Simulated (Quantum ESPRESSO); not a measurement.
# Cu(111), 5 layers: parallel layout and speed, part 2 of 3

Aim: which layout of ranks, pools and threads brings Cu(111), 5 layers to self-consistency fastest, and whether the result stays the same.

Quantum ESPRESSO 7.5; plane-wave DFT, PBE, GBRV ultrasoft pseudopotentials.

So far. Step 3 (Ground state: 4 ranks, 2 pools, 1 thread a rank): Counted from each run's own zero (the Fermi level), the vacuum level differs from the first run's by +0 meV.

**4. Ground state: 4 ranks, 1 pool, 1 thread a rank**

c2.in reads:

```
&control
  prefix = 'c2'
  outdir = './out'
  pseudo_dir = './pseudo'
  calculation = 'scf'
  tprnfor = .true.
/
&system
  ibrav = 0
  nat = 5
  ntyp = 1
  ecutwfc = 40
  ecutrho = 200
  occupations = 'smearing'
  smearing = 'mv'
  degauss = 0.02
  assume_isolated = 'esm'
  esm_bc = 'bc1'
/
&electrons
  conv_thr = 1e-07
  mixing_beta = 0.4
  electron_maxstep = 120
  mixing_mode = 'local-TF'
/
ATOMIC_SPECIES
  Cu  63.5460  cu_pbe_v1.2.uspp.F.UPF
CELL_PARAMETERS angstrom
  2.55265548008344 0.00000000000000 0.00000000000000
  1.27632774004172 2.21066449286182 0.00000000000000
  0.00000000000000 0.00000000000000 24.33693788709819
ATOMIC_POSITIONS crystal
  Cu  0.666666666700 0.666666666700 -0.171281570545
  Cu  0.000000000000 0.000000000000 -0.085640785272
  Cu  0.333333333300 0.333333333300 0.000000000000
  Cu  0.666666666700 0.666666666700 0.085640785272
  Cu  0.000000000000 0.000000000000 0.171281570545
K_POINTS automatic
  12 12 1 0 0 0
```

Run with:

```console
$ OMP_NUM_THREADS=1 mpirun -n 4 pw.x -nk 1 -in c2.in > c2.out
```

Log:

```text
[banner, memory and clock lines left out]
Program PWSCF v.7.5 starts
[...]
Message from routine setup:
[...]
number of electrons       =        95.00
     number of Kohn-Sham states=           58
     kinetic-energy cutoff     =      40.0000  Ry
     charge density cutoff     =     200.0000  Ry
[...]
number of k points=    19  Marzari-Vanderbilt smearing, width (Ry)=  0.0200
[...]
Dense  grid:    44175 G-vectors     FFT dimensions: (  24,  24, 216)
[...]
negative rho (up, down):  1.698E-04 0.000E+00
     Starting wfcs are   65 randomized atomic wfcs
[...]
negative rho (up, down):  2.934E-02 0.000E+00
[...]
estimated scf accuracy    <      34.75759189 Ry
[...]
negative rho (up, down):  2.180E-02 0.000E+00
[...]
estimated scf accuracy    <       0.96870896 Ry
[...]
negative rho (up, down):  1.558E-02 0.000E+00
[...]
estimated scf accuracy    <       0.30364005 Ry
[...]
negative rho (up, down):  8.058E-03 0.000E+00
[...]
estimated scf accuracy    <       0.04279941 Ry
[...]
negative rho (up, down):  5.806E-03 0.000E+00
[...]
estimated scf accuracy    <       0.03347017 Ry
[...]
negative rho (up, down):  3.237E-03 0.000E+00
[...]
estimated scf accuracy    <       0.00093573 Ry
[...]
negative rho (up, down):  2.377E-03 0.000E+00
[...]
estimated scf accuracy    <       0.00214314 Ry
[...]
negative rho (up, down):  4.890E-04 0.000E+00
[...]
estimated scf accuracy    <       0.00075194 Ry
[...]
negative rho (up, down):  1.521E-04 0.000E+00
[...]
estimated scf accuracy    <       0.00005375 Ry
[...]
negative rho (up, down):  1.156E-04 0.000E+00
[...]
estimated scf accuracy    <       0.00005270 Ry
[...]
negative rho (up, down):  7.314E-05 0.000E+00
[...]
estimated scf accuracy    <       0.00006869 Ry
[...]
negative rho (up, down):  7.280E-05 0.000E+00
[...]
estimated scf accuracy    <       0.00000663 Ry
[...]
negative rho (up, down):  6.759E-05 0.000E+00
[...]
estimated scf accuracy    <       0.00000210 Ry
[...]
negative rho (up, down):  7.935E-05 0.000E+00
[...]
estimated scf accuracy    <       0.00000038 Ry
[...]
negative rho (up, down):  8.659E-05 0.000E+00
[...]
estimated scf accuracy    <       0.00000023 Ry
[...]
negative rho (up, down):  8.158E-05 0.000E+00
[...]
the Fermi energy is    -4.7752 ev
!    total energy              =   -2018.84085179 Ry
     estimated scf accuracy    <       0.00000001 Ry
     smearing contrib. (-TS)   =      -0.00011485 Ry
     internal energy E=F+TS    =   -2018.84073694 Ry
[...]
one-electron contribution =   35008.64222689 Ry
     hartree contribution      =  -17519.26429565 Ry
     xc contribution           =    -193.97344962 Ry
     ewald contribution        =  -19314.24521856 Ry
     convergence has been achieved in  16 iterations
     negative rho (up, down):  8.158E-05 0.000E+00
[...]
Total force =     0.000745     Total SCF correction =     0.000246
[...]
```

The job ended after 79 s (4 MPI ranks of Intel Xeon Platinum 8488C (Sapphire Rapids), shared host; peak memory 0.43 GiB).

This step gave:

| Item | Value |
| --- | --- |
| Fermi energy | -4.775 eV |
| vacuum line at the lower end of the cell, over the Fermi level | 4.775 eV |
| vacuum line at the upper end of the cell, over the Fermi level | 4.775 eV |

The program's own clock; routines nest. Time by routine:

```
     routine  wall time (s)   calls
       PWSCF          78.03       1
   electrons          75.46       1
     c_bands          67.28      16
     cegterg          66.22     308
       h_psi          39.57    3246
        fftw          36.54  143964
    vloc_psi             35    3246
     cdiaghg          12.72    3227
    sum_band           6.38      16
      calbec           3.27    3626
h_psi:calbec           2.59    3246
    init_run            2.1       1
  add_vuspsi           1.79    3246
       s_psi           1.71    3246
```

Counted from each run's own zero (the Fermi level), the vacuum level differs from the first run's by -0 meV.

**5. SCF with pw.x: 2 ranks, 2 pools, 2 threads a rank**

c3.in is the input of step 4 with these lines changed:

```diff
@@ -1,3 +1,3 @@
 &control
-  prefix = 'c2'
+  prefix = 'c3'
   outdir = './out'
```

Run with:

```console
$ OMP_NUM_THREADS=2 mpirun -n 2 pw.x -nk 2 -in c3.in > c3.out
```

Log:

```text
[banner, memory and clock lines left out]
Program PWSCF v.7.5 starts
[...]
Message from routine setup:
[...]
number of electrons       =        95.00
     number of Kohn-Sham states=           58
     kinetic-energy cutoff     =      40.0000  Ry
     charge density cutoff     =     200.0000  Ry
[...]
number of k points=    19  Marzari-Vanderbilt smearing, width (Ry)=  0.0200
[...]
Dense  grid:    44175 G-vectors     FFT dimensions: (  24,  24, 216)
[...]
negative rho (up, down):  1.698E-04 0.000E+00
     Starting wfcs are   65 randomized atomic wfcs
[...]
negative rho (up, down):  3.026E-02 0.000E+00
[...]
estimated scf accuracy    <      33.61487861 Ry
[...]
negative rho (up, down):  2.317E-02 0.000E+00
[...]
estimated scf accuracy    <       1.00046017 Ry
[...]
negative rho (up, down):  1.744E-02 0.000E+00
[...]
estimated scf accuracy    <       0.29367591 Ry
[...]
negative rho (up, down):  1.020E-02 0.000E+00
[...]
estimated scf accuracy    <       0.04070674 Ry
[...]
negative rho (up, down):  7.691E-03 0.000E+00
[...]
estimated scf accuracy    <       0.03219613 Ry
[...]
negative rho (up, down):  5.228E-03 0.000E+00
[...]
estimated scf accuracy    <       0.00060846 Ry
[...]
negative rho (up, down):  4.587E-03 0.000E+00
[...]
estimated scf accuracy    <       0.00135994 Ry
[...]
negative rho (up, down):  2.464E-03 0.000E+00
[...]
estimated scf accuracy    <       0.00095548 Ry
[...]
negative rho (up, down):  2.088E-03 0.000E+00
[...]
estimated scf accuracy    <       0.00004583 Ry
[...]
negative rho (up, down):  1.085E-03 0.000E+00
[...]
estimated scf accuracy    <       0.00038220 Ry
[...]
negative rho (up, down):  5.933E-04 0.000E+00
[...]
estimated scf accuracy    <       0.00003772 Ry
[...]
negative rho (up, down):  3.732E-04 0.000E+00
[...]
estimated scf accuracy    <       0.00038231 Ry
[...]
negative rho (up, down):  6.720E-05 0.000E+00
[...]
estimated scf accuracy    <       0.00005119 Ry
[...]
negative rho (up, down):  8.570E-05 0.000E+00
[...]
estimated scf accuracy    <       0.00001490 Ry
[...]
negative rho (up, down):  7.146E-05 0.000E+00
[...]
estimated scf accuracy    <       0.00000050 Ry
[...]
negative rho (up, down):  6.496E-05 0.000E+00
[...]
estimated scf accuracy    <       0.00000046 Ry
[...]
negative rho (up, down):  8.148E-05 0.000E+00
[...]
the Fermi energy is    -4.7773 ev
!    total energy              =   -2018.84085175 Ry
     estimated scf accuracy    <       0.00000004 Ry
     smearing contrib. (-TS)   =      -0.00011503 Ry
     internal energy E=F+TS    =   -2018.84073672 Ry
[...]
one-electron contribution =   35008.64970390 Ry
     hartree contribution      =  -17519.27122595 Ry
     xc contribution           =    -193.97399611 Ry
     ewald contribution        =  -19314.24521856 Ry
     convergence has been achieved in  17 iterations
     negative rho (up, down):  8.148E-05 0.000E+00
[...]
Total force =     0.001905     Total SCF correction =     0.001274
[...]
```

Elapsed: 4.7 min, on 2 MPI ranks; peak memory 0.35 GiB.

Numbers from this step:

| Property | Result |
| --- | --- |
| Fermi energy | -4.777 eV |
| vacuum line at the lower end of the cell, over the Fermi level | 4.777 eV |
| vacuum line at the upper end of the cell, over the Fermi level | 4.777 eV |

The program's own clock; routines nest. Time by routine:

```
     routine  wall time (s)  calls
       PWSCF          280.9      1
   electrons          273.7      1
     c_bands          239.4     17
     cegterg          220.1    172
       h_psi          190.8   1863
        fftw          189.6  85556
    vloc_psi          182.7   1863
    sum_band          27.68     17
     cdiaghg          10.02   1853
    init_run            6.5      1
      calbec           5.45   2073
h_psi:calbec            4.5   1863
     wfcinit           4.44      1
     mix_rho           3.89     17
```

Counted from each run's own zero (the Fermi level), the vacuum level differs from the first run's by +2 meV.

**6. SCF with pw.x: 2 ranks, 1 pool, 2 threads a rank**

c4.in is the input of step 5 with these lines changed:

```diff
@@ -1,3 +1,3 @@
 &control
-  prefix = 'c3'
+  prefix = 'c4'
   outdir = './out'
```

Run with:

```console
$ OMP_NUM_THREADS=2 mpirun -n 2 pw.x -nk 1 -in c4.in > c4.out
```

Log:

```text
[banner, memory and clock lines left out]
Program PWSCF v.7.5 starts
[...]
Message from routine setup:
[...]
number of electrons       =        95.00
     number of Kohn-Sham states=           58
     kinetic-energy cutoff     =      40.0000  Ry
     charge density cutoff     =     200.0000  Ry
[...]
number of k points=    19  Marzari-Vanderbilt smearing, width (Ry)=  0.0200
[...]
Dense  grid:    44175 G-vectors     FFT dimensions: (  24,  24, 216)
[...]
negative rho (up, down):  1.698E-04 0.000E+00
     Starting wfcs are   65 randomized atomic wfcs
[...]
negative rho (up, down):  3.088E-02 0.000E+00
[...]
estimated scf accuracy    <      34.19908713 Ry
[...]
negative rho (up, down):  2.237E-02 0.000E+00
[...]
estimated scf accuracy    <       0.98733290 Ry
[...]
negative rho (up, down):  1.596E-02 0.000E+00
[...]
estimated scf accuracy    <       0.30284857 Ry
[...]
negative rho (up, down):  7.846E-03 0.000E+00
[...]
estimated scf accuracy    <       0.04131286 Ry
[...]
negative rho (up, down):  5.389E-03 0.000E+00
[...]
estimated scf accuracy    <       0.03188525 Ry
[...]
negative rho (up, down):  3.172E-03 0.000E+00
[...]
estimated scf accuracy    <       0.00052793 Ry
[...]
negative rho (up, down):  2.531E-03 0.000E+00
[...]
estimated scf accuracy    <       0.00199244 Ry
[...]
negative rho (up, down):  1.152E-03 0.000E+00
[...]
estimated scf accuracy    <       0.00091484 Ry
[...]
negative rho (up, down):  9.251E-04 0.000E+00
[...]
estimated scf accuracy    <       0.00003142 Ry
[...]
negative rho (up, down):  6.372E-04 0.000E+00
[...]
estimated scf accuracy    <       0.00011276 Ry
[...]
negative rho (up, down):  4.625E-04 0.000E+00
[...]
estimated scf accuracy    <       0.00004929 Ry
[...]
negative rho (up, down):  2.290E-04 0.000E+00
[...]
estimated scf accuracy    <       0.00002033 Ry
[...]
negative rho (up, down):  9.213E-05 0.000E+00
[...]
estimated scf accuracy    <       0.00001744 Ry
[...]
negative rho (up, down):  8.056E-05 0.000E+00
[...]
estimated scf accuracy    <       0.00000136 Ry
[...]
negative rho (up, down):  7.846E-05 0.000E+00
[...]
estimated scf accuracy    <       0.00000125 Ry
[...]
negative rho (up, down):  7.858E-05 0.000E+00
[...]
estimated scf accuracy    <       0.00000142 Ry
[...]
negative rho (up, down):  8.137E-05 0.000E+00
[...]
estimated scf accuracy    <       0.00000055 Ry
[...]
negative rho (up, down):  8.130E-05 0.000E+00
[...]
estimated scf accuracy    <       0.00000022 Ry
[...]
negative rho (up, down):  8.158E-05 0.000E+00
[...]
the Fermi energy is    -4.7758 ev
!    total energy              =   -2018.84085179 Ry
     estimated scf accuracy    <          4.8E-09 Ry
     smearing contrib. (-TS)   =      -0.00011468 Ry
     internal energy E=F+TS    =   -2018.84073711 Ry
[...]
one-electron contribution =   35008.64451496 Ry
     hartree contribution      =  -17519.26695361 Ry
     xc contribution           =    -193.97307991 Ry
     ewald contribution        =  -19314.24521856 Ry
     convergence has been achieved in  19 iterations
     negative rho (up, down):  8.158E-05 0.000E+00
[...]
Total force =     0.000877     Total SCF correction =     0.000295
[...]
```

Wall time 2.5 min (2 MPI ranks); peak memory 0.24 GiB; 6.5 min of CPU time.

Read from the output:

- Fermi energy: -4.776 eV
- vacuum line at the lower end of the cell, over the Fermi level: 4.776 eV
- vacuum line at the upper end of the cell, over the Fermi level: 4.776 eV

The program's own clock; routines nest. Time by routine:

```
     routine  wall time (s)   calls
       PWSCF          148.5       1
   electrons          144.8       1
     c_bands          124.6      19
     cegterg            122     366
       h_psi          83.34    3452
    vloc_psi          75.78    3452
        fftw          71.98  164612
     cdiaghg          16.99    3432
    sum_band          15.45      19
      calbec           5.46    3889
h_psi:calbec           4.27    3452
    init_run           2.98       1
  add_vuspsi           2.66    3452
     mix_rho           2.57      19
```

Counted from each run's own zero (the Fermi level), the vacuum level differs from the first run's by +0 meV.

**7. Ground state: 1 rank, 1 pool, 4 threads a rank**

c5.in is the input of step 6 with these lines changed:

```diff
@@ -1,3 +1,3 @@
 &control
-  prefix = 'c4'
+  prefix = 'c5'
   outdir = './out'
```

Run with:

```console
$ OMP_NUM_THREADS=4 pw.x -nk 1 -in c5.in > c5.out
```

Log:

```text
[banner, memory and clock lines left out]
Program PWSCF v.7.5 starts
[...]
Message from routine setup:
[...]
number of electrons       =        95.00
     number of Kohn-Sham states=           58
     kinetic-energy cutoff     =      40.0000  Ry
     charge density cutoff     =     200.0000  Ry
[...]
number of k points=    19  Marzari-Vanderbilt smearing, width (Ry)=  0.0200
[...]
Dense  grid:    44175 G-vectors     FFT dimensions: (  24,  24, 216)
[...]
negative rho (up, down):  1.698E-04 0.000E+00
     Starting wfcs are   65 randomized atomic wfcs
[...]
negative rho (up, down):  3.024E-02 0.000E+00
[...]
estimated scf accuracy    <      33.64044730 Ry
[...]
negative rho (up, down):  2.315E-02 0.000E+00
[...]
estimated scf accuracy    <       0.99823356 Ry
[...]
negative rho (up, down):  1.742E-02 0.000E+00
[...]
estimated scf accuracy    <       0.29752003 Ry
[...]
negative rho (up, down):  1.022E-02 0.000E+00
[...]
estimated scf accuracy    <       0.04078099 Ry
[...]
negative rho (up, down):  7.781E-03 0.000E+00
[...]
estimated scf accuracy    <       0.03175632 Ry
[...]
negative rho (up, down):  5.375E-03 0.000E+00
[...]
estimated scf accuracy    <       0.00049854 Ry
[...]
negative rho (up, down):  4.654E-03 0.000E+00
[...]
estimated scf accuracy    <       0.00216227 Ry
[...]
negative rho (up, down):  2.502E-03 0.000E+00
[...]
estimated scf accuracy    <       0.00114979 Ry
[...]
negative rho (up, down):  2.150E-03 0.000E+00
[...]
estimated scf accuracy    <       0.00006798 Ry
[...]
negative rho (up, down):  8.169E-04 0.000E+00
[...]
estimated scf accuracy    <       0.00031648 Ry
[...]
negative rho (up, down):  5.842E-04 0.000E+00
[...]
estimated scf accuracy    <       0.00002388 Ry
[...]
negative rho (up, down):  1.539E-04 0.000E+00
[...]
estimated scf accuracy    <       0.00006753 Ry
[...]
negative rho (up, down):  6.322E-05 0.000E+00
[...]
estimated scf accuracy    <       0.00000946 Ry
[...]
negative rho (up, down):  6.068E-05 0.000E+00
[...]
estimated scf accuracy    <       0.00000131 Ry
[...]
negative rho (up, down):  7.307E-05 0.000E+00
[...]
estimated scf accuracy    <       0.00000061 Ry
[...]
negative rho (up, down):  7.999E-05 0.000E+00
[...]
estimated scf accuracy    <       0.00000214 Ry
[...]
negative rho (up, down):  8.158E-05 0.000E+00
[...]
the Fermi energy is    -4.7760 ev
!    total energy              =   -2018.84085176 Ry
     estimated scf accuracy    <          4.6E-09 Ry
     smearing contrib. (-TS)   =      -0.00011468 Ry
     internal energy E=F+TS    =   -2018.84073709 Ry
[...]
one-electron contribution =   35008.64339331 Ry
     hartree contribution      =  -17519.26542417 Ry
     xc contribution           =    -193.97348767 Ry
     ewald contribution        =  -19314.24521856 Ry
     convergence has been achieved in  17 iterations
     negative rho (up, down):  8.158E-05 0.000E+00
[...]
Total force =     0.000716     Total SCF correction =     0.000183
[...]
```

Wall time 7.3 min (1 MPI rank); peak memory 0.26 GiB.

The program's own clock; routines nest. Time by routine:

```
     routine  wall time (s)   calls
       PWSCF          437.5       1
   electrons          426.6       1
     c_bands          373.1      17
     cegterg          368.5     327
       h_psi          331.6    3725
        fftw          330.4  160012
    vloc_psi            324    3725
    sum_band          47.32      17
     cdiaghg           18.8    3706
    init_run           9.98       1
     wfcinit           7.74       1
      calbec           5.01    4124
h_psi:calbec           4.04    3725
  add_vuspsi           3.22    3725
```

Counted from each run's own zero (the Fermi level), the vacuum level differs from the first run's by +0 meV.

(Part 2 of 3 ends here.)

[Logs are printed without paths, hosts, clocks, repeated set-up lines and the standing remarks that a program may print on its own settings, such as how far it seeks lower states.]

[Hosts, paths, dates, database ids (printed as entryN), source tags and the programs' standing remarks are cut or masked in the printed files.]

[Maps of the electrostatic potential energy from Ansatz leave out the sawtooth potential of an applied field or a dipole correction, so their vacuum need not be flat; planar profiles and work functions include it.]
